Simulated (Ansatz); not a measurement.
# Phonons of Pb(100) film of 2 layers

The plan: relax Pb(100) film of 2 layers, check its phonons, and, if the lattice is stable, compute its Eliashberg function and ρ(T).

Method: DFT PBEsol, scalar-relativistic, plane waves, PAW; PAW set soft_1, in Ansatz 0.2.0.

## 1. The structure

The cell holds 2 atoms: 2 Pb. Cell: a = 3.500 Å, b = 3.500 Å, c = 13.475 Å, α = 90.0°, β = 90.0°, γ = 90.0°. It derives from Pb. Vacuum lies along c.

## 2. A first look on a coarse mesh

One cheap point first: pressure, gap and cost.

The input, input.yaml:

```yaml
crystal:
  lattice:
    - [3.50018, 0.0, 0.0]
    - [0.0, 3.50018, 0.0]
    - [0.0, 0.0, 13.475]
  atoms:
    - { symbol: Pb, position: [0.0, 0.0, 0.40816327] }
    - { symbol: Pb, position: [0.5, 0.5, 0.59183673] }
  periodic: [true, true, false]
kpoints:
  mp_grid: { grid: [6, 6, 1] }
hamiltonian:
  xc: pbesol
  pseudopotentials: { kind: paw, azcp: { folder: soft_1 }, xc_functional: pbe }
scf:
  occupations: { method: gaussian, width: 0.1 }
output:
  forces: true
  stress: true
  eigenvalues: true
```

Launch:

```bash
> ansatz run input.yaml --threads 8 --pin off --max-ram 20480MiB --backend cpu --events-out ev --progress --plain --runs-dir out
```

Numbers of over 12 decimals in the logs are rounded to 6 here.

Output:

```text
[the first part of the log is left out]
Entropy (-TS):   -0.010795 eV (-5.397 meV/atom)
Fermi energy:    -3.561978 eV
--- Per-component energies (eV) ---
  E_band       = -483.322653
  E_kinetic    = 583.980053
  E_local      = -34865.140180  (includes V_loc(G=0)·N_el)
  E_nonlocal   = 614.279715
  E_hartree    = 16998.757510
  E_xc         = -406.606070
  E_vxc        = -273.799852  (∫ρ·V_xc dr)
  E_paw        = -20485.334979  (= ΣΔE_a)
  E_vpaw       = -540.156362  (= ΣTr[D̂ρ^β])
  E_aug_tail   = -0.000017  (compensation charges beyond the density's cutoff)
  E_ewald      = 14046.265156
  E_core_change = 0.124340  (= ΣΔE_core)
  E_smearing   = -0.010795  (= −TS)
  E_closure    = 0.000000  (closes the sum)
  Σ components = -23513.685266   (vs F -23513.685266, Δ=0.00e0)
--- Forces (eV/Å), atoms counted from 1 ---
  atom   1  Pb     0.00000000     0.00000000     0.65413694
  atom   2  Pb     0.00000000     0.00000000    -0.65413694
  max |Σ_I F_I| component: 0.00e0 eV/Å
--- 2D stress c σ (N/m, compression-positive) ---
       -1.958572       0.000000       0.000000
        0.000000      -1.958572       0.000000
        0.000000       0.000000       0.000000
  P = ½ c Tr σ = -1.9586 N/m
--- Band table (eV; the first three rows and the last of 10) ---
  k-point 0: bands = ["-20.9345", "-20.8522", "-20.8122", "-20.7209", "-20.7209", "-20.7032", "-20.6355", "-20.5732", "-20.5646", "-20.5646", "-14.6009", "-12.1933", "-5.6729", "-2.2317", "-0.6326 (-0.6326°)", "-0.6326 (-0.6326°)", "-0.3235", "0.0892"]
  k-point 1: bands = ["-20.8934", "-20.8190", "-20.7868", "-20.7239", "-20.7178", "-20.6897", "-20.6623", "-20.5954", "-20.5874", "-20.5611", "-14.2593", "-11.9676", "-5.3458", "-3.6275", "-1.4151 (-1.4151°)", "-0.9037 (-0.9037°)", "-0.2558", "0.1214"]
  k-point 2: bands = ["-20.8399", "-20.7924", "-20.7739", "-20.7208", "-20.7064", "-20.7041", "-20.6462", "-20.6015", "-20.5917", "-20.5681", "-13.2764", "-11.5366", "-6.1415", "-5.0653", "-3.2169", "-1.0184", "0.7690", "0.9248"]
  k-point 9: bands = ["-20.8434", "-20.8434", "-20.8128", "-20.8128", "-20.6039", "-20.6039", "-20.5856", "-20.5856", "-20.5054", "-20.5054", "-10.3153", "-10.3153", "-5.9704", "-5.9704", "-3.4313", "-3.4313", "-2.1978", "-2.1978"]
  ° read free of the cell's end (the report's vacuum.weakly_bound_levels)
```

Elapsed: 0.84 s, on 8 threads of Arm Neoverse V2, shared host; peak memory 0.6 GiB.

This step gave:

* metallic on mesh: yes
* gap on the k-mesh: 0 eV

## 3. Rough relaxation

Large forces or a large pressure at the start call for a first relaxation with loose thresholds.

Edit input.yaml of step 2 so:

```diff
@@ -20 +20,6 @@
   eigenvalues: true
+relax:
+  adjacent_minimum: "off"
+  f_tol: 0.05
+  max_steps: 80
+  cell: { stress_2d_tol: 0.02 }
```

Output:

```text
Warning: crystal.periodic: the lattice vector that does not repeat stood 0.000° off the slab's normal, 13.475 Å along it as the deck builds it. The run solves the slab on a vector along the normal, 28.750 Å long, with every atom where it was (on the deck's vector they left 11.00 Å outside them, and the widest stretch free of ions among them is 2.47 Å). A fractional position that the run reports is one of the run's ce [...]
[...]
crystal.periodic: the lattice vector that does not repeat stood 0.000° off the slab's normal, 13.475 Å along it as the deck builds it. The run solves the slab on a vector along the normal, 28.750 Å long, with every atom where it was (on the deck's vector they left 11.00 Å outside them, and the widest stretch free of ions among them is 2.47 Å). A fractional position that the run reports is one of the run's cell, which [...]
[...]
Crystal: 2 atoms, lattice volume = 352.224 Å³
Basis set: ecut = 420 eV, 6853 PW (Γ), exchange–correlation on 48×48×400 points (8 copies of the dense FFT grid, shifted against one another)
Bands: 18, of which v1, the nominal top of the filled ones, is band 14 counted from 1 (13 counted from 0)
Symmetry: 16 space group operations
[...]
k-points: 10 of 36
[...]
iter 1 solved again at ethr=1.07e-3 eV; its pass at ethr=3.10e-3 eV (dr2=2.99e-1 eV) is discarded
[...]
SCF iter  10: F=-23513.685266 eV  HF=-23513.685266 eV  |F-HF|=2.91e-11  |Δ(HF+E_count)|=   1.35e-9  Δρ=5.73e-8  dr2=1.01e-11  ethr=1.00e-12  ⟨swp⟩=2.1  Hψ=478  notcnv=0
SCF 1 converged in 10 iterations: F = -23513.685266 eV  dr2 = 1.01e-11
[...]
relax step   1: F+E_penalty+E_count = -23513.68526614 eV  Δ(F+E_penalty+E_count) = +0.000e0 eV  max|allowed force component| = 6.541e-1 eV/Å  Δτ_max = 0.0000 Å  P = -1.959 N/m  Ω = 352.224 Å³  fix = [c, alpha, beta]  reactions: c +0.000 N/m  (10 SCF iters, dr2 threshold 1.00e-7 eV, accepted)
Crystal: 2 atoms, lattice volume = 344.253 Å³
Basis set: ecut = 420 eV, 6701 PW (Γ), exchange–correlation on 48×48×400 points (8 copies of the dense FFT grid, shifted against one another)
[...]
SCF iter   6: F=-23513.756153 eV  HF=-23513.756152 eV  |F-HF|=2.84e-7  |Δ(HF+E_count)|=   6.53e-7  Δρ=5.26e-6  dr2=8.00e-8  ethr=7.14e-10  ⟨swp⟩=10.1  Hψ=1490  notcnv=0
the search or the solves at the SCF's close seem to have found levels that the self-consistency loop had missed (the run counts 2). By its estimate they hold under 1e-12 electrons; where the run keeps them, the occupations were computed again with them
SCF 2 converged in 6 iterations: F = -23513.756153 eV  dr2 = 8.00e-8
relax step   2: F+E_penalty+E_count = -23513.75615263 eV  Δ(F+E_penalty+E_count) = -7.089e-2 eV  max|allowed force component| = 4.358e-1 eV/Å  Δτ_max = 0.1455 Å  P = -0.309 N/m  Ω = 344.253 Å³  energy of the carried Pulay correction = +2.311e-4 eV  fix = [c, alpha, beta]  reactions: c +0.000 N/m  (6 SCF iters, dr2 threshold 2.00e-7 eV, accepted)
Crystal: 2 atoms, lattice volume = 340.944 Å³
Basis set: ecut = 420 eV, 6645 PW (Γ), exchange–correlation on 48×48×400 points (8 copies of the dense FFT grid, shifted against one another)
[...]
SCF iter   6: F=-23513.782237 eV  HF=-23513.782237 eV  |F-HF|=4.91e-8  |Δ(HF+E_count)|=   4.35e-7  Δρ=3.54e-6  dr2=1.25e-7  ethr=7.14e-10  ⟨swp⟩=8.9  Hψ=1389  notcnv=0
SCF 3 converged in 6 iterations: F = -23513.782237 eV  dr2 = 1.25e-7
relax step   3: F+E_penalty+E_count = -23513.78223674 eV  Δ(F+E_penalty+E_count) = -2.608e-2 eV  max|allowed force component| = 5.296e-2 eV/Å  Δτ_max = 0.0613 Å  P = -0.627 N/m  Ω = 340.944 Å³  energy of the carried Pulay correction = +3.296e-4 eV  fix = [c, alpha, beta]  reactions: c +0.000 N/m  (6 SCF iters, dr2 threshold 2.00e-7 eV, accepted)
[...]
relax step   4: F+E_penalty+E_count = -23513.78645002 eV  Δ(F+E_penalty+E_count) = -4.213e-3 eV  max|allowed force component| = 2.349e-2 eV/Å  Δτ_max = 0.0012 Å  P = -0.290 N/m  Ω = 336.767 Å³  energy of the carried Pulay correction = +4.564e-4 eV  fix = [c, alpha, beta]  reactions: c +0.000 N/m  (5 SCF iters, dr2 threshold 2.00e-7 eV, accepted)
[...]
relax step   5: F+E_penalty+E_count = -23513.78760131 eV  Δ(F+E_penalty+E_count) = -1.151e-3 eV  max|allowed force component| = 1.091e-3 eV/Å  Δτ_max = 0.0013 Å  P = +0.001 N/m  Ω = 333.370 Å³  energy of the carried Pulay correction = +5.614e-4 eV  fix = [c, alpha, beta]  reactions: c +0.000 N/m  (5 SCF iters, dr2 threshold 1.35e-7 eV, accepted)
[...]
SCF iter   7: F=-23513.787059 eV  HF=-23513.787059 eV  |F-HF|=3.27e-11  |Δ(HF+E_count)|=  4.73e-11  Δρ=1.01e-8  dr2=2.69e-13  ethr=1.00e-12  ⟨swp⟩=14.2  Hψ=1474  notcnv=0
SCF 6 converged in 7 iterations: F = -23513.787059 eV  dr2 = 2.69e-13
relax step   6: F+E_penalty+E_count = -23513.78705876 eV  Δ(F+E_penalty+E_count) = +5.425e-4 eV  max|allowed force component| = 1.061e-3 eV/Å  Δτ_max = 0.0000 Å  P = -0.002 N/m  Ω = 333.370 Å³  fix = [c, alpha, beta]  reactions: c +0.000 N/m  stress off target by 1.88e-3 N/m on what of the cell is left free  SCF on the basis re-selected at this cell (its energy is not comparable with the rows above)  (7 SCF iters)
basis re-selected at this cell: Δ(F+E_penalty+E_count) = +5.425e-4 eV, ΔP = -0.002 N/m vs the last step (what re-selecting the basis moved, of the pressure what is left beyond the Pulay correction that the steps carried, after the strain that the cell walked since its last selection, with what the two solves' SCF thresholds leave and, on support functions, any second-order correction that the steps lacked; it is no m [...]
SCF converged after 7 iterations
Free energy (F): -23513.787059 eV
[...]
Internal energy: -23513.778183 eV  (E = F + TS)
E sigma→0 (E₀):  -23513.782621 eV
Entropy (-TS):   -0.008875 eV (-4.438 meV/atom)
Fermi energy:    -3.742899 eV
[...]
--- Forces (eV/Å), atoms counted from 1 ---
  atom   1  Pb     0.00000000     0.00000000     0.00106134
  atom   2  Pb     0.00000000     0.00000000    -0.00106134
  max |Σ_I F_I| component: 4.14e-25 eV/Å
--- 2D stress c σ (N/m, compression-positive) ---
       -0.001883       0.000000       0.000000
        0.000000      -0.001883       0.000000
        0.000000       0.000000       0.000000
  P = ½ c Tr σ = -0.0019 N/m
--- Band table (eV; the first three rows and the last of 10) ---
  k-point 0: bands = [... 10 lower, -15.3395, -12.2602, -5.8481, -2.0523, -0.6619 (-0.6619°), -0.6619 (-0.6619°), -0.3047, 0.1315]
  k-point 1: bands = [... 10 lower, -14.9536, -12.0084, -5.4872, -3.8290, -1.2617 (-1.2618°), -0.5980 (-0.5981°), -0.2376, 0.1804]
  k-point 2: bands = [... 10 lower, -13.8258, -11.5411, -6.5924, -5.1398, -3.1198, -0.7117, 0.9252, 1.0608]
  k-point 9: bands = [... 10 lower, -10.2381, -10.2381, -6.4351, -6.4351, -3.3712, -3.3712, -2.2169, -2.2169]
  ° read free of the cell's end (the report's vacuum.weakly_bound_levels)
--- Relaxed structure (5 steps of the walk, 5 accepted, 1 SCFs on fresh bases) ---
  F+E_penalty+E_count = -23513.78705876 eV   max|allowed force component| = 1.061e-3 eV/Å   (the final SCF, on the basis selected at the relaxed cell)
  cell:  # Å, volume = 333.3700 Å³
    - [3.405214, 0, 0.0]
    - [0, 3.405214, 0.0]
    - [0.0, 0.0, 28.749999747]
  atoms:
    - { symbol: Pb, position: [0.0, 0.0, 0.194148] }
    - { symbol: Pb, position: [0.500000, 0.500000, 0.274548] }
```

Elapsed: 4.7 s, on 8 threads; peak memory 0.59 GiB.

Step by step:

```
step  energy less that of the first step (eV)  largest force component (eV/Å)  volume (Å³)
   1                                   0.0000                          0.6541       352.22
   2                                  -0.0709                          0.4358       344.25
   3                                  -0.0970                          0.0530       340.94
   4                                  -0.1012                          0.0235       336.77
   5                                  -0.1023                          0.0011       333.37
  6*                                  -0.1018                          0.0011       333.37
```

Relaxation steps marked * repeat the geometry before them on a plane-wave basis chosen anew for their cell, so energy and pressure can jump there.

Forces are held to the 16 operations that the run works with; a distortion that breaks them can't arise in this run.

```
cell as run  before  after  change
      a (Å)   3.500  3.405  -2.7 %
      b (Å)   3.500  3.405  -2.7 %
```

The atoms that moved most (Å, along periodic axes as changes of fractional coordinates times the final cell, across vacuum about the mean position):

```
atom     dx     dy      dz  length
 Pb1  0.000  0.000   0.082   0.082
 Pb2  0.000  0.000  -0.082   0.082
```

The relaxed structure:

```xyz
2
Lattice="3.4052 0.0000 0.0000 0.0000 3.4052 0.0000 0.0000 0.0000 28.7500" Properties=species:S:1:pos:R:3
Pb    0.0000    0.0000    5.5818
Pb    1.7026    1.7026    7.8932
```

The relaxation ends with a largest force component of 0.0011 eV/Å.

## 4. Relaxing cell and atoms

The structure is brought to rest under this functional.

input.yaml, the sections that differ from step 3:

```yaml
crystal:
  lattice:
    - [3.4052135316, 0.0, 0.0]
    - [0.0, 3.4052135316, 0.0]
    - [0.0, 0.0, 28.749999747]
  atoms:
    - { symbol: Pb, position: [0.0, 0.0, 0.1941480426] }
    - { symbol: Pb, position: [0.5, 0.5, 0.2745476137] }
  periodic: [true, true, false]
kpoints:
  mp_grid: { grid: [8, 8, 1] }
output:
  forces: true
  stress: true
  eigenvalues: true
  write_density: true
  write_potential: true
  elf: true
  volumetric_format: npy
relax:
  adjacent_minimum: "off"
  f_tol: 0.005
  max_steps: 80
  cell: { stress_2d_tol: 0.02 }
# hamiltonian, scf: as in step 3
```

Output:

```text
[the first part of the log is left out]
  E_vxc        = -275.566322  (∫ρ·V_xc dr)
  E_paw        = -20486.234662  (= ΣΔE_a)
  E_vpaw       = -541.610831  (= ΣTr[D̂ρ^β])
  E_aug_tail   = -0.000016  (compensation charges beyond the density's cutoff)
  E_ewald      = 15626.311277
  E_core_change = 0.124340  (= ΣΔE_core)
  E_smearing   = -0.003640  (= −TS)
  E_closure    = 0.000000  (closes the sum)
  Σ components = -23513.935878   (vs F -23513.935878, Δ=0.00e0)
--- Forces (eV/Å), atoms counted from 1 ---
  atom   1  Pb     0.00000000     0.00000000    -0.00056797
  atom   2  Pb     0.00000000     0.00000000     0.00056797
  max |Σ_I F_I| component: 0.00e0 eV/Å
--- 2D stress c σ (N/m, compression-positive) ---
       -0.000536       0.000000       0.000000
        0.000000      -0.000536       0.000000
        0.000000       0.000000       0.000000
  P = ½ c Tr σ = -0.0005 N/m
--- Band table (eV; the first three rows and the last of 15) ---
[...]
° read free of the cell's end (the report's vacuum.weakly_bound_levels)
--- Relaxed structure (4 steps of the walk, 4 accepted, 1 SCFs on fresh bases) ---
[...]
cell:  # Å, volume = 323.6665 Å³
    - [3.355289, 0, 0.0]
    - [0, 3.355289, 0.0]
    - [0.0, 0.0, 28.749999747]
  atoms:
    - { symbol: Pb, position: [0.0, 0.0, 0.193502] }
    - { symbol: Pb, position: [0.5, 0.5, 0.275193] }
```

It took 5.5 s on 8 threads; peak memory 0.62 GiB; 39 s of CPU time.

Step by step:

```
step  energy less that of the first step (eV)  largest force component (eV/Å)  volume (Å³)
   1                                   0.0000                          0.0716       333.37
   2                                  -0.0077                          0.0916       327.34
   3                                  -0.0103                          0.0128       323.77
   4                                  -0.0103                          0.0005       323.67
   5                                  -0.0100                          0.0006       323.67
```

The log counts 1 steps on a newly chosen plane-wave basis, not all of them marked here; energy and pressure can jump at such steps.

```
cell as run  before  after  change
      a (Å)   3.405  3.355  -1.5 %
      b (Å)   3.405  3.355  -1.5 %
```

The atoms that moved most (Å, along periodic axes as changes of fractional coordinates times the final cell, across vacuum about the mean position):

```
atom     dx     dy      dz  length
 Pb1  0.000  0.000  -0.019   0.019
 Pb2  0.000  0.000   0.019   0.019
```

Final coordinates:

```cif
data_structure
_symmetry_space_group_name_H-M 'P 1'
_symmetry_Int_Tables_number 1
_cell_length_a 3.3553
_cell_length_b 3.3553
_cell_length_c 28.7500
_cell_angle_alpha 90.000
_cell_angle_beta 90.000
_cell_angle_gamma 90.000
_cell_volume 323.67
loop_
_atom_site_label
_atom_site_type_symbol
_atom_site_fract_x
_atom_site_fract_y
_atom_site_fract_z
_atom_site_occupancy
Pb1 Pb 0.00000 0.00000 0.19350 1
Pb2 Pb 0.50000 0.50000 0.27519 1
```

ELF in the ca plane at fractional y = 0.000, with atoms of Pb within 0.2 Å of it. It is the smooth field of the valence electrons, not physical close to the nuclei.

Ten even steps from '0' (0.00) to '9' (0.53), each cell a mean:
```
00000001369987302665432111000000000000000000
00000000247988756755433221100000000000000000
00000000124677776555443322100000000000000000
00000000011345555555444332110000000000000000
00000000001234444555444332110000000000000000
00000000013566666555443332100000000000000000
00000000136888877655433321100000000000000000
00000001258988524765432211000000000000000000
00000001369987101665432110000000000000000000
```
Columns run along c (16.0 Å, from fractional 0.00 to 0.56 of the cell), rows up along a (3.4 Å). Atoms in or near the plane, at fractional coordinates: Pb at (0.19, 0.00).

Electrostatic potential energy in the ca plane at fractional y = 0.000, with atoms of Pb within 0.2 Å of it. With pseudopotentials it is smooth inside the atoms' cores, unlike the true potential.

Values in eV, 5 rows by 16 columns, each cell a mean:
```
  0   0   0  -1 -12 -40 -25  -2  -1   0   0   0   0   0   0   0
  0   0   0   0  -3 -16  -7  -2  -2  -1   0   0   0   0   0   0
  0   0   0   0  -2  -4  -3  -3  -3  -1   0   0   0   0   0   0
  0   0   0   0  -5 -25 -12  -2  -2   0   0   0   0   0   0   0
  0   0   0  -1 -15 -40 -28  -2  -1   0   0   0   0   0   0   0
```
Columns run along c (16.0 Å, from fractional 0.00 to 0.56 of the cell; values clipped at the 3rd and 97th percentile), rows up along a (3.4 Å). Atoms in or near the plane, at fractional coordinates: Pb at (0.19, 0.00).

Valence density in the ca plane at fractional y = 0.000, with atoms of Pb within 0.2 Å of it. It is the smooth field of the valence electrons, not physical close to the nuclei.

Values in e/Å³, 5 rows by 16 columns, each cell a mean:
```
0.0 0.0 0.0 0.0 0.4 4.0 1.3 0.1 0.0 0.0 0.0 0.0 0.0 0.0 0.0 0.0
0.0 0.0 0.0 0.0 0.1 0.6 0.3 0.1 0.1 0.0 0.0 0.0 0.0 0.0 0.0 0.0
0.0 0.0 0.0 0.0 0.1 0.2 0.1 0.1 0.1 0.0 0.0 0.0 0.0 0.0 0.0 0.0
0.0 0.0 0.0 0.0 0.2 1.1 0.4 0.1 0.1 0.0 0.0 0.0 0.0 0.0 0.0 0.0
0.0 0.0 0.0 0.0 0.5 5.2 1.7 0.1 0.0 0.0 0.0 0.0 0.0 0.0 0.0 0.0
```
Columns run along c (16.0 Å, from fractional 0.00 to 0.56 of the cell), rows up along a (3.4 Å). Atoms in or near the plane, at fractional coordinates: Pb at (0.19, 0.00).

The relaxation ends with a largest force component of 5.7e-4 eV/Å.

[end of part 1 of 2]

[Logs are printed without paths, hosts, clocks, repeated set-up lines and the standing remarks that a program may print on its own settings, such as how far it seeks lower states.]

[Hosts, paths, dates, database ids (printed as entryN), source tags and the programs' standing remarks are cut or masked in the printed files.]
